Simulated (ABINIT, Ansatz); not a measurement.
# KSbS3 (Pm-3m): zone-centre phonons, part 3 of 5

Wanted: the vibrations of KSbS3 (Pm-3m) at Γ, by two programs.

ABINIT 10.8.3; DFT PBEsol, scalar-relativistic, plane waves, PseudoDojo norm-conserving pseudopotentials.

So far. Step 3 (Ground state): The cell stands at -0.34 GPa: the relaxation ran with a smoothed and higher cutoff, and the difference is a stress of the finite basis. Step 4 (Zone-centre response): The acoustic modes at Γ come out as far as 2.3 cm⁻¹ from zero, where they should vanish, a small numerical error. The lowest optical mode is imaginary, 81i cm⁻¹, an instability at this level and on this k mesh. The relaxed cell has a = 5.090 Å (conventional setting).

The structure was built from a prototype and need not be the compound's stable phase.

**5. Zone-centre analysis**

anaddb reads the merged derivatives and imposes the acoustic sum rule.

Contents of anaddb.abi:

```
ddb_filepath "gamma_DDB"
output_file "anaddb.abo"
outdata_prefix "anaddb"
asr 1
chneut 1
enunit 2
eivec 1
nph1l 1
qph1l 0.0 0.0 0.0 1.0
```

Contents of mrgddb.in:

```
gamma_DDB
merged
2
dfpt_gammao_DDB
gso_DDB
```

Run with:

```console
> mrgddb < mrgddb.in > mrgddb.log
> OMP_NUM_THREADS=1 anaddb anaddb.abi > anaddb.log
```

anaddb.abo, the main output file:

```text
-outvars_anaddb: echo values of input variables ----------------------

 Miscellaneous information :
      enunit         2
       eivec         1
         asr         1
 First list of wavevector (reduced coord.) :
       nph1l         1
       qph1l
                     0.00000000E+00  0.00000000E+00  0.00000000E+00    1.000E+00

================================================================================

 read the DDB information and perform some checks

  ==== Info on the Cryst% object ====
 Real(R)+Recip(G) space primitive vectors, cartesian coordinates (Bohr,Bohr^-1):
 R(1)=  9.6191045  0.0000000  0.0000000  G(1)=  0.1039598  0.0000000  0.0000000
 R(2)=  0.0000000  9.6191045  0.0000000  G(2)=  0.0000000  0.1039598  0.0000000
 R(3)=  0.0000000  0.0000000  9.6191045  G(3)=  0.0000000  0.0000000  0.1039598
 Unit cell volume ucvol=  8.9002853E+02 bohr^3
 Angles (23,13,12)=  9.00000000E+01  9.00000000E+01  9.00000000E+01 degrees
 Time-reversal symmetry is present
 Reduced atomic positions [iatom, xred, symbol]:
    1)    0.0000000  0.0000000  0.0000000   K
    2)    0.5000000  0.5000000  0.5000000  Sb
    3)    0.5000000  0.5000000  0.0000000   S
    4)    0.5000000  0.0000000  0.5000000   S
    5)    0.0000000  0.5000000  0.5000000   S

 DDB file with 3 blocks has been read.

================================================================================

 Treat the first list of vectors

  Phonon wavevector (reduced coordinates) :  0.00000  0.00000  0.00000
 Phonon energies in Hartree :
  -3.692589E-04 -3.692589E-04 -3.692589E-04 -2.572428E-04 -2.572428E-04
  -2.572428E-04  1.494030E-08  1.509252E-08  1.554021E-08  2.908217E-04
   2.908217E-04  2.908217E-04  9.216147E-04  9.216147E-04  9.216147E-04
 Phonon energies in meV     :
- -1.004805E+01 -1.004805E+01 -1.004805E+01 -6.999932E+00 -6.999932E+00
- -6.999932E+00  4.065463E-04  4.106884E-04  4.228707E-04  7.913660E+00
-  7.913660E+00  7.913660E+00  2.507841E+01  2.507841E+01  2.507841E+01
 Phonon frequencies in cm-1    :
- -8.104295E+01 -8.104295E+01 -8.104295E+01 -5.645826E+01 -5.645826E+01
- -5.645826E+01  3.279017E-03  3.312426E-03  3.410683E-03  6.382798E+01
-  6.382798E+01  6.382798E+01  2.022710E+02  2.022710E+02  2.022710E+02
 Phonon frequencies in Thz     :
- -2.429607E+00 -2.429607E+00 -2.429607E+00 -1.692576E+00 -1.692576E+00
- -1.692576E+00  9.830245E-05  9.930402E-05  1.022497E-04  1.913515E+00
-  1.913515E+00  1.913515E+00  6.063933E+00  6.063933E+00  6.063933E+00
 Phonon energies in Kelvin  :
- -1.166027E+02 -1.166027E+02 -1.166027E+02 -8.123084E+01 -8.123084E+01
- -8.123084E+01  4.717773E-03  4.765841E-03  4.907211E-03  9.183422E+01
-  9.183422E+01  9.183422E+01  2.910229E+02  2.910229E+02  2.910229E+02

 Eigendisplacements
 (will be given, for each mode : in cartesian coordinates
   for each atom the real part of the displacement vector,
   then the imaginary part of the displacement vector - absolute values smaller than 1.0d-7 are set to zero)
  Mode number    1   Energy   -3.692589E-04
 Attention : low frequency mode.
   (Could be unstable or acoustic mode)
-  1  0.00000000E+00  0.00000000E+00  4.81021247E-05
-     0.00000000E+00  0.00000000E+00  0.00000000E+00
-  2  0.00000000E+00  0.00000000E+00 -1.24540277E-03
-     0.00000000E+00  0.00000000E+00  0.00000000E+00
-  3  0.00000000E+00  0.00000000E+00 -6.57142434E-05
-     0.00000000E+00  0.00000000E+00  0.00000000E+00
-  4  0.00000000E+00  0.00000000E+00  2.36764879E-03
-     0.00000000E+00  0.00000000E+00  0.00000000E+00
-  5  0.00000000E+00  0.00000000E+00  2.36764879E-03
-     0.00000000E+00  0.00000000E+00  0.00000000E+00
  Mode number    2   Energy   -3.692589E-04
 Attention : low frequency mode.
   (Could be unstable or acoustic mode)
-  1  0.00000000E+00  4.81021247E-05  0.00000000E+00
-     0.00000000E+00  0.00000000E+00  0.00000000E+00
-  2  0.00000000E+00 -1.24540277E-03  0.00000000E+00
-     0.00000000E+00  0.00000000E+00  0.00000000E+00
-  3  0.00000000E+00  2.36764879E-03  0.00000000E+00
-     0.00000000E+00  0.00000000E+00  0.00000000E+00
-  4  0.00000000E+00 -6.57142434E-05  0.00000000E+00
-     0.00000000E+00  0.00000000E+00  0.00000000E+00
-  5  0.00000000E+00  2.36764879E-03  0.00000000E+00
-     0.00000000E+00  0.00000000E+00  0.00000000E+00
  Mode number    3   Energy   -3.692589E-04
 Attention : low frequency mode.
   (Could be unstable or acoustic mode)
-  1  4.81021247E-05  0.00000000E+00  0.00000000E+00
-     0.00000000E+00  0.00000000E+00  0.00000000E+00
-  2 -1.24540277E-03  0.00000000E+00  0.00000000E+00
-     0.00000000E+00  0.00000000E+00  0.00000000E+00
-  3  2.36764879E-03  0.00000000E+00  0.00000000E+00
-     0.00000000E+00  0.00000000E+00  0.00000000E+00
-  4  2.36764879E-03  0.00000000E+00  0.00000000E+00
-     0.00000000E+00  0.00000000E+00  0.00000000E+00
-  5 -6.57142434E-05  0.00000000E+00  0.00000000E+00
-     0.00000000E+00  0.00000000E+00  0.00000000E+00
  Mode number    4   Energy   -2.572428E-04
 Attention : low frequency mode.
   (Could be unstable or acoustic mode)
-  1  0.00000000E+00  0.00000000E+00  0.00000000E+00
-     0.00000000E+00  0.00000000E+00  0.00000000E+00
-  2  0.00000000E+00  0.00000000E+00  0.00000000E+00
-     0.00000000E+00  0.00000000E+00  0.00000000E+00
-  3  0.00000000E+00  0.00000000E+00  0.00000000E+00
-     0.00000000E+00  0.00000000E+00  0.00000000E+00
-  4  0.00000000E+00  0.00000000E+00 -2.92470830E-03
-     0.00000000E+00  0.00000000E+00  0.00000000E+00
-  5  0.00000000E+00  0.00000000E+00  2.92470830E-03
-     0.00000000E+00  0.00000000E+00  0.00000000E+00
  Mode number    5   Energy   -2.572428E-04
 Attention : low frequency mode.
   (Could be unstable or acoustic mode)
-  1  0.00000000E+00  0.00000000E+00  0.00000000E+00
-     0.00000000E+00  0.00000000E+00  0.00000000E+00
-  2  0.00000000E+00  0.00000000E+00  0.00000000E+00
-     0.00000000E+00  0.00000000E+00  0.00000000E+00
-  3  0.00000000E+00  2.92470830E-03  0.00000000E+00
-     0.00000000E+00  0.00000000E+00  0.00000000E+00
-  4  0.00000000E+00  0.00000000E+00  0.00000000E+00
-     0.00000000E+00  0.00000000E+00  0.00000000E+00
-  5  0.00000000E+00 -2.92470830E-03  0.00000000E+00
-     0.00000000E+00  0.00000000E+00  0.00000000E+00
  Mode number    6   Energy   -2.572428E-04
 Attention : low frequency mode.
   (Could be unstable or acoustic mode)
-  1  0.00000000E+00  0.00000000E+00  0.00000000E+00
-     0.00000000E+00  0.00000000E+00  0.00000000E+00
-  2  0.00000000E+00  0.00000000E+00  0.00000000E+00
-     0.00000000E+00  0.00000000E+00  0.00000000E+00
-  3  2.92470830E-03  0.00000000E+00  0.00000000E+00
-     0.00000000E+00  0.00000000E+00  0.00000000E+00
-  4 -2.92470830E-03  0.00000000E+00  0.00000000E+00
-     0.00000000E+00  0.00000000E+00  0.00000000E+00
-  5  0.00000000E+00  0.00000000E+00  0.00000000E+00
-     0.00000000E+00  0.00000000E+00  0.00000000E+00
  Mode number    7   Energy    1.494030E-08
 Attention : low frequency mode.
   (Could be unstable or acoustic mode)
-  1  0.00000000E+00  0.00000000E+00  1.46085805E-03
-     0.00000000E+00  0.00000000E+00  0.00000000E+00
-  2  0.00000000E+00  0.00000000E+00  1.46081618E-03
-     0.00000000E+00  0.00000000E+00  0.00000000E+00
-  3  0.00000000E+00  0.00000000E+00  1.46089302E-03
-     0.00000000E+00  0.00000000E+00  0.00000000E+00
-  4  0.00000000E+00  0.00000000E+00  1.46097019E-03
-     0.00000000E+00  0.00000000E+00  0.00000000E+00
-  5  0.00000000E+00  0.00000000E+00  1.46097019E-03
-     0.00000000E+00  0.00000000E+00  0.00000000E+00
  Mode number    8   Energy    1.509252E-08
 Attention : low frequency mode.
   (Could be unstable or acoustic mode)
-  1  0.00000000E+00  1.46085805E-03  0.00000000E+00
-     0.00000000E+00  0.00000000E+00  0.00000000E+00
-  2  0.00000000E+00  1.46081618E-03  0.00000000E+00
-     0.00000000E+00  0.00000000E+00  0.00000000E+00
-  3  0.00000000E+00  1.46097019E-03  0.00000000E+00
-     0.00000000E+00  0.00000000E+00  0.00000000E+00
-  4  0.00000000E+00  1.46089302E-03  0.00000000E+00
-     0.00000000E+00  0.00000000E+00  0.00000000E+00
-  5  0.00000000E+00  1.46097019E-03  0.00000000E+00
-     0.00000000E+00  0.00000000E+00  0.00000000E+00
  Mode number    9   Energy    1.554021E-08
 Attention : low frequency mode.
   (Could be unstable or acoustic mode)
-  1  1.46085805E-03  0.00000000E+00  0.00000000E+00
-     0.00000000E+00  0.00000000E+00  0.00000000E+00
-  2  1.46081618E-03  0.00000000E+00  0.00000000E+00
-     0.00000000E+00  0.00000000E+00  0.00000000E+00
-  3  1.46097019E-03  0.00000000E+00  0.00000000E+00
-     0.00000000E+00  0.00000000E+00  0.00000000E+00
-  4  1.46097019E-03  0.00000000E+00  0.00000000E+00
-     0.00000000E+00  0.00000000E+00  0.00000000E+00
-  5  1.46089302E-03  0.00000000E+00  0.00000000E+00
-     0.00000000E+00  0.00000000E+00  0.00000000E+00
  Mode number   10   Energy    2.908217E-04
-  1  0.00000000E+00  0.00000000E+00 -3.44834097E-03
-     0.00000000E+00  0.00000000E+00  0.00000000E+00
-  2  0.00000000E+00  0.00000000E+00  6.12625068E-04
-     0.00000000E+00  0.00000000E+00  0.00000000E+00
-  3  0.00000000E+00  0.00000000E+00  5.54079502E-04
-     0.00000000E+00  0.00000000E+00  0.00000000E+00
-  4  0.00000000E+00  0.00000000E+00  6.62175969E-04
-     0.00000000E+00  0.00000000E+00  0.00000000E+00
-  5  0.00000000E+00  0.00000000E+00  6.62175969E-04
-     0.00000000E+00  0.00000000E+00  0.00000000E+00
  Mode number   11   Energy    2.908217E-04
-  1  0.00000000E+00  3.44834097E-03  0.00000000E+00
-     0.00000000E+00  0.00000000E+00  0.00000000E+00
-  2  0.00000000E+00 -6.12625068E-04  0.00000000E+00
-     0.00000000E+00  0.00000000E+00  0.00000000E+00
-  3  0.00000000E+00 -6.62175969E-04  0.00000000E+00
-     0.00000000E+00  0.00000000E+00  0.00000000E+00
-  4  0.00000000E+00 -5.54079502E-04  0.00000000E+00
-     0.00000000E+00  0.00000000E+00  0.00000000E+00
-  5  0.00000000E+00 -6.62175969E-04  0.00000000E+00
-     0.00000000E+00  0.00000000E+00  0.00000000E+00
  Mode number   12   Energy    2.908217E-04
-  1  3.44834097E-03  0.00000000E+00  0.00000000E+00
-     0.00000000E+00  0.00000000E+00  0.00000000E+00
-  2 -6.12625068E-04  0.00000000E+00  0.00000000E+00
-     0.00000000E+00  0.00000000E+00  0.00000000E+00
-  3 -6.62175969E-04  0.00000000E+00  0.00000000E+00
-     0.00000000E+00  0.00000000E+00  0.00000000E+00
-  4 -6.62175969E-04  0.00000000E+00  0.00000000E+00
-     0.00000000E+00  0.00000000E+00  0.00000000E+00
-  5 -5.54079502E-04  0.00000000E+00  0.00000000E+00
-     0.00000000E+00  0.00000000E+00  0.00000000E+00
  Mode number   13   Energy    9.216147E-04
-  1  0.00000000E+00  0.00000000E+00  5.75432936E-05
-     0.00000000E+00  0.00000000E+00  0.00000000E+00
-  2  0.00000000E+00  0.00000000E+00  6.67351006E-04
-     0.00000000E+00  0.00000000E+00  0.00000000E+00
-  3  0.00000000E+00  0.00000000E+00 -3.82913912E-03
-     0.00000000E+00  0.00000000E+00  0.00000000E+00
-  4  0.00000000E+00  0.00000000E+00  6.12573991E-04
-     0.00000000E+00  0.00000000E+00  0.00000000E+00
-  5  0.00000000E+00  0.00000000E+00  6.12573991E-04
-     0.00000000E+00  0.00000000E+00  0.00000000E+00
  Mode number   14   Energy    9.216147E-04
-  1  0.00000000E+00  5.75432936E-05  0.00000000E+00
-     0.00000000E+00  0.00000000E+00  0.00000000E+00
-  2  0.00000000E+00  6.67351006E-04  0.00000000E+00
-     0.00000000E+00  0.00000000E+00  0.00000000E+00
-  3  0.00000000E+00  6.12573991E-04  0.00000000E+00
-     0.00000000E+00  0.00000000E+00  0.00000000E+00
-  4  0.00000000E+00 -3.82913912E-03  0.00000000E+00
-     0.00000000E+00  0.00000000E+00  0.00000000E+00
-  5  0.00000000E+00  6.12573991E-04  0.00000000E+00
-     0.00000000E+00  0.00000000E+00  0.00000000E+00
  Mode number   15   Energy    9.216147E-04
-  1  5.75432936E-05  0.00000000E+00  0.00000000E+00
-     0.00000000E+00  0.00000000E+00  0.00000000E+00
-  2  6.67351006E-04  0.00000000E+00  0.00000000E+00
-     0.00000000E+00  0.00000000E+00  0.00000000E+00
-  3  6.12573991E-04  0.00000000E+00  0.00000000E+00
-     0.00000000E+00  0.00000000E+00  0.00000000E+00
-  4  6.12573991E-04  0.00000000E+00  0.00000000E+00
-     0.00000000E+00  0.00000000E+00  0.00000000E+00
-  5 -3.82913912E-03  0.00000000E+00  0.00000000E+00
-     0.00000000E+00  0.00000000E+00  0.00000000E+00

 Analysis of degeneracies and characters (maximum tolerance=1.00E-06 a.u.)
 For each vibration mode, or group of modes if degenerate,
 the characters are given for each symmetry operation (see the list in the log file).
 Symmetry characters of vibration mode #   1
       degenerate with vibration modes #   2 to    3
  3.0 -3.0 -1.0  1.0 -1.0  1.0 -1.0  1.0  1.0 -1.0 -1.0  1.0  1.0 -1.0 -1.0  1.0
  0.0 -0.0  0.0 -0.0 -0.0  0.0 -0.0  0.0  1.0 -1.0 -1.0  1.0 -1.0  1.0  1.0 -1.0
  0.0 -0.0 -0.0  0.0 -0.0  0.0  0.0 -0.0  1.0 -1.0  1.0 -1.0 -1.0  1.0 -1.0  1.0
 Symmetry characters of vibration mode #   4
       degenerate with vibration modes #   5 to    6
  3.0 -3.0 -1.0  1.0 -1.0  1.0 -1.0  1.0 -1.0  1.0  1.0 -1.0 -1.0  1.0  1.0 -1.0
 -0.0  0.0 -0.0  0.0  0.0 -0.0  0.0 -0.0 -1.0  1.0  1.0 -1.0  1.0 -1.0 -1.0  1.0
 -0.0  0.0  0.0 -0.0  0.0 -0.0 -0.0  0.0 -1.0  1.0 -1.0  1.0  1.0 -1.0  1.0 -1.0
 Symmetry characters of vibration mode #   7
       degenerate with vibration modes #   8 to    9
  3.0 -3.0 -1.0  1.0 -1.0  1.0 -1.0  1.0  1.0 -1.0 -1.0  1.0  1.0 -1.0 -1.0  1.0
 -0.0  0.0 -0.0  0.0 -0.0  0.0  0.0 -0.0  1.0 -1.0 -1.0  1.0 -1.0  1.0  1.0 -1.0
 -0.0  0.0 -0.0  0.0  0.0 -0.0 -0.0  0.0  1.0 -1.0  1.0 -1.0 -1.0  1.0 -1.0  1.0
 Symmetry characters of vibration mode #  10
       degenerate with vibration modes #  11 to   12
  3.0 -3.0 -1.0  1.0 -1.0  1.0 -1.0  1.0  1.0 -1.0 -1.0  1.0  1.0 -1.0 -1.0  1.0
  0.0 -0.0  0.0 -0.0 -0.0  0.0 -0.0  0.0  1.0 -1.0 -1.0  1.0 -1.0  1.0  1.0 -1.0
  0.0 -0.0 -0.0  0.0 -0.0  0.0  0.0 -0.0  1.0 -1.0  1.0 -1.0 -1.0  1.0 -1.0  1.0
 Symmetry characters of vibration mode #  13
       degenerate with vibration modes #  14 to   15
  3.0 -3.0 -1.0  1.0 -1.0  1.0 -1.0  1.0  1.0 -1.0 -1.0  1.0  1.0 -1.0 -1.0  1.0
 -0.0  0.0 -0.0  0.0  0.0 -0.0  0.0 -0.0  1.0 -1.0 -1.0  1.0 -1.0  1.0  1.0 -1.0
 -0.0  0.0  0.0 -0.0  0.0 -0.0 -0.0  0.0  1.0 -1.0  1.0 -1.0 -1.0  1.0 -1.0  1.0
-
```

The job ended after 0.5 s (1 thread of Arm Neoverse V2, shared host).

Numbers from this step:

| Property | Result |
| --- | --- |
| lowest optical zone-centre mode | -81.04 cm⁻¹ |

No LO-TO term; unit eigenvectors of the mass-weighted matrix, from anaddb's displacements. The modes at Γ (shares of kinetic energy by element, %) (negative means imaginary):

```csv
mode,frequency (cm⁻¹),symmetry,K %,Sb %,S %
1,-81.0,T1u,0,34,66
2,-81.0,T1u,0,34,66
3,-81.0,T1u,0,34,66
4,-56.5,T2u,0,0,100
5,-56.5,T2u,0,0,100
6,-56.5,T2u,0,0,100
7,0.0,acoustic,15,47,37
8,0.0,acoustic,15,47,37
9,0.0,acoustic,15,47,37
10,63.8,T1u,85,8,7
11,63.8,T1u,85,8,7
12,63.8,T1u,85,8,7
13,202.3,T1u,0,10,90
14,202.3,T1u,0,10,90
15,202.3,T1u,0,10,90
```

Displacements in mode 1 (-81.0 cm⁻¹), the largest set to 1:
```
K1   0.00  0.00  0.02
Sb2  0.00  0.00 -0.53
S3   0.00  0.00 -0.03
S4   0.00  0.00  1.00
S5   0.00  0.00  1.00
```

Displacements in mode 10 (63.8 cm⁻¹), the largest set to 1:
```
K1   0.00  0.00 -1.00
Sb2  0.00  0.00  0.18
S3   0.00  0.00  0.16
S4   0.00  0.00  0.19
S5   0.00  0.00  0.19
```

The rule also moves an optical mode by 0.4 cm⁻¹.

(Continued in part 4 of 5.)

[Host names and launcher messages were left out of these logs when they were recorded.]

[Logs are printed without paths, hosts, clocks, repeated set-up lines and the standing remarks that a program may print on its own settings, such as how far it seeks lower states.]

[Hosts, paths, dates, database ids (printed as entryN), source tags and the programs' standing remarks are cut or masked in the printed files.]
